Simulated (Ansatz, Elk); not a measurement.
## Bonding as seen by X-rays: SnH

Structure refinements treat a crystal as free atoms side by side. For a made-up structure of SnH (cell and positions from a PBE relaxation) the runs below show what the calculated density changes in F(hkl).

Main program and level: Elk 11.2.3 (patched build); DFT, PBE, all-electron APW+lo, Dirac cores, scalar-relativistic bands, static density, no spin.

This account leaves out most program logs.

The structure was built from a prototype and need not be the compound's stable phase.

**1. Starting point**

The structure is tetragonal, space group P4_2/mmc (No. 131). Conventional cell: a = 3.405 Å, b = 3.405 Å, c = 5.979 Å, α = 90.00°, β = 90.00°, γ = 90.00°. Nearest to Sn lie 4 H at 2.27 Å. Nearest to H lie 4 Sn at 2.27 Å. Farther neighbours are not listed.

**2. Ground state and structure factors**

An all-electron density is needed, since X-rays see the cores too. Task 0 finds the density and task 195 Fourier-transforms it; tshift is off so that phases refer to the origin typed.

The input, elk.in:

```
tasks
  0
  195

xctype
  20

spinpol
  .false.

rgkmax
  7.0

gmaxvr
  14.0

lmaxo
  7

lmaxapw
  8

swidth
  0.002

tshift
  .false.

ramdisk
  .false.

hmaxvr
  5.5

maxscl
  120

epspot
  1e-06

sppath
  './'

avec
  6.43493123099 0.00000000000 -0.00000000000
  0.00000000000 6.43493123099 0.00000000000
  -0.00000000000 0.00000000000 11.29795912314

atoms
  2
  'Sn.in'
  2
  0.5000000000 0.0000000000 0.5000000000   0.000000 0.000000 0.000000
  -0.0000000000 0.5000000000 -0.0000000000   0.000000 0.000000 0.000000
  'H.in'
  2
  -0.0000000000 0.0000000000 0.2500000000   0.000000 0.000000 0.000000
  0.0000000000 0.0000000000 0.7500000000   0.000000 0.000000 0.000000

ngridk
  7 7 4
```

On the command line:

```bash
> OMP_NUM_THREADS=4 elk
```

The job ended after 15 s (4 threads of Intel Xeon 6975P-C (Granite Rapids), shared host; peak memory 0.17 GiB; 42 s of CPU time).

SFACRHO.OUT:

```text

h k l indices transformed by vhmat matrix:
   1.000000000       0.000000000       0.000000000    
   0.000000000       1.000000000       0.000000000    
   0.000000000       0.000000000       1.000000000    

      h      k      l  multipl.   |H|            Re(F)            Im(F)           |F|

      0      0      0      1   0.0000000       102.00000      0.92958121E-16   102.00000    
      0      0     -1      2  0.55613454     -0.14774104E-15  0.15039133E-13  0.15039858E-13
      1      0      0      2  0.97641841       1.4135029      0.50147860E-14   1.4135029    
      0     -1      0      2  0.97641841       1.4135029     -0.51406089E-14   1.4135029    
      0      0     -2      2   1.1122691       83.184375     -0.27233573E-13   83.184375    
      0      1      1      4   1.1236897      -84.274846     -0.83945243E-14   84.274846    
      1      0     -1      4   1.1236897       84.274846     -0.19553409E-13   84.274846    
      1     -1      0      4   1.3808642      -78.443103     -0.10710234E-15   78.443103    
      0     -1      2      4   1.4800457      -1.0680542      0.20382247E-13   1.0680542    
      1      0      2      4   1.4800457      -1.0680542     -0.54948107E-13   1.0680542    
      1      1     -1      8   1.4886475     -0.12542604E-15 -0.13720355E-13  0.13720929E-13
      0      0      3      2   1.6684036      0.24123357E-15 -0.52598923E-13  0.52599476E-13
      1     -1     -2      8   1.7731126      -73.798224      0.23550360E-13   73.798224    
      0      1     -3      4   1.9331227      -70.535794      0.54006464E-13   70.535794    
     -1      0     -3      4   1.9331227       70.535794     -0.45649981E-13   70.535794    
      2      0      0      2   1.9528368       70.843662     -0.87082822E-14   70.843662    
      0     -2      0      2   1.9528368       70.843662      0.86087592E-14   70.843662    
     -2      0     -1      4   2.0304820      0.14617034E-01 -0.12629828E-13  0.14617034E-01
```

Elk indexes on the primitive cell of elk.in and gives |H| = 4π sin θ/λ in inverse bohr. Below, one row stands for each form hkl of the conventional cell (m members, Friedel mates merged), F is for one primitive cell and the density is static (no thermal factor). Free-atom factors are Waasmaier and Kirfel's, and R is Σm||F|−|F'||/Σm|F|.

```csv
hkl,m,sin θ/λ (Å⁻¹),"abs F, DFT",neutral atoms,diff.
001,2,0.084,0.000,0.000,+0.000
100,4,0.147,1.413,1.304,+0.109
002,2,0.167,83.184,83.345,-0.161
101,8,0.169,84.275,84.304,-0.029
110,4,0.208,78.443,78.798,-0.355
102,8,0.223,1.068,0.835,+0.233
111,8,0.224,0.000,0.000,+0.000
003,2,0.251,0.000,0.000,+0.000
112,8,0.267,73.798,73.730,+0.068
103,8,0.291,70.536,70.548,-0.012
200,4,0.294,70.844,70.763,+0.081
201,8,0.305,0.015,0.000,+0.015
113,8,0.326,0.000,0.000,+0.000
210,8,0.328,0.450,0.416,+0.033
```

**3. The highest occupied states alone**

An energy window below the Fermi level keeps the highest occupied states, to see at which angles they scatter; shallow core shells can lie inside it and anion s states outside. No new self-consistency is needed.

Changes to elk.in since step 2:

```diff
@@ -1,3 +1,2 @@
 tasks
-  0
   195
@@ -40,2 +39,5 @@
 
+wsfac
+  -0.164530 0.502960
+
 sppath
```

On the command line:

```bash
> OMP_NUM_THREADS=4 elk
```

Run time: 3.9 s. Hardware: 4 threads; peak memory 0.16 GiB.

States within 10 eV below the Fermi level hold 9.46 electrons; any levels below the window count with the cores, and a count that is not whole means the window cuts a band. Their amplitudes can exceed the total, where window and core parts have opposite phase:

```csv
hkl,sin θ/λ (Å⁻¹),"abs F, window","abs F, all"
001,0.084,0.000,0.000
100,0.147,1.313,1.413
002,0.167,0.128,83.184
101,0.169,1.056,84.275
110,0.208,0.919,78.443
102,0.223,1.030,1.068
111,0.224,0.000,0.000
003,0.251,0.000,0.000
112,0.267,0.505,73.798
103,0.291,0.201,70.536
```

**4. Another functional**

The difference from free atoms is small, so it is set against the change that LDA (Perdew-Wang) makes.

Changes to elk.in since step 3:

```diff
@@ -1,2 +1,3 @@
 tasks
+  0
   195
@@ -4,3 +5,3 @@
 xctype
-  20
+  3
 
@@ -39,5 +40,2 @@
 
-wsfac
-  -0.164530 0.502960
-
 sppath
```

On the command line:

```bash
> OMP_NUM_THREADS=4 elk
```

Wall time 13 s (4 threads); peak memory 0.16 GiB; 36 s of CPU time.

Against the first run R = 0.04 %; the largest change is -0.074 at 200.

**5. Basis size**

The basis and the expansions that go with it are enlarged, to see whether the differences are converged.

Changes to elk.in since step 4:

```diff
@@ -5,3 +5,3 @@
 xctype
-  3
+  20
 
@@ -11,12 +11,12 @@
 rgkmax
-  7.0
+  8.5
 
 gmaxvr
-  14.0
+  18.0
 
 lmaxo
-  7
+  9
 
 lmaxapw
-  8
+  10
```

On the command line:

```bash
> OMP_NUM_THREADS=4 elk
```

The job ended after 45 s (4 threads; peak memory 0.3 GiB; 2.2 min of CPU time).

Against the first run R = 0.00 %; the largest change is -0.004 at 006.

**6. A coarser k-mesh**

About half the k-points along each axis test the sampling.

Changes to elk.in since step 5:

```diff
@@ -11,12 +11,12 @@
 rgkmax
-  8.5
+  7.0
 
 gmaxvr
-  18.0
+  14.0
 
 lmaxo
-  9
+  7
 
 lmaxapw
-  10
+  8
 
@@ -60,2 +60,2 @@
 ngridk
-  7 7 4
+  4 4 2
```

On the command line:

```bash
> OMP_NUM_THREADS=4 elk
```

Wall time 9.8 s (4 threads); peak memory 0.16 GiB.

Against the first run R = 0.01 %; the largest change is +0.036 at 110.

**7. Settings against the effect**

```csv
run,R against the first run (%),"R against neutral atoms, low angle (%)",wall time
"PBE, rgkmax 7",0.00,0.20,15 s
LDA (Perdew-Wang),0.04,0.15,13 s
rgkmax 8.5 with larger expansions,0.00,0.20,45 s
k-mesh 4×4×2,0.01,0.18,9.8 s
```

**8. Summary of results**

```yaml
r_against_neutral_atoms_sin_theta_lambda_0p3_a_minus1: 0.20 %
r_against_neutral_atoms_0p3_to_0p83_a_minus1: 0.12 %
```

What this shows: Independent neutral atoms miss the calculated amplitudes by R = 0.20 % below 0.3 Å⁻¹ and 0.12 % from there to 0.83 Å⁻¹; by shells, 7.73 % below 0.15 Å⁻¹ (1 form), 0.18 % 0.15 to 0.3 (7 forms), 0.06 % 0.3 to 0.45 (16 forms), 0.14 % above 0.45 (74 forms). Bonding, aspherical density and the tables' own atoms all enter these figures, and the runs don't part them. The largest change of an amplitude is -0.35 electrons, at 110. Weak lines can change much in proportion: 102 goes from 0.84 to 1.07. The window's part falls from 9.5 electrons at the origin to at most 0.28 between 0.45 and 0.83 Å⁻¹. Below 0.3 Å⁻¹ the changes that finished (LDA (Perdew-Wang), rgkmax 8.5 with larger expansions and k-mesh 4×4×2) move F by R = 0.08 % at most, against the 0.20 % that separates it from free atoms, so the difference from free atoms is only partly resolved. Part of the difference isn't bonding: the tables are fits to free atoms and ions calculated by other methods than this functional. Thermal motion, anomalous dispersion and extinction are left out.

[Logs are printed without paths, hosts, clocks, repeated set-up lines and the standing remarks that a program may print on its own settings, such as how far it seeks lower states.]

[Hosts, paths, dates, database ids (printed as entryN), source tags and the programs' standing remarks are cut or masked in the printed files.]
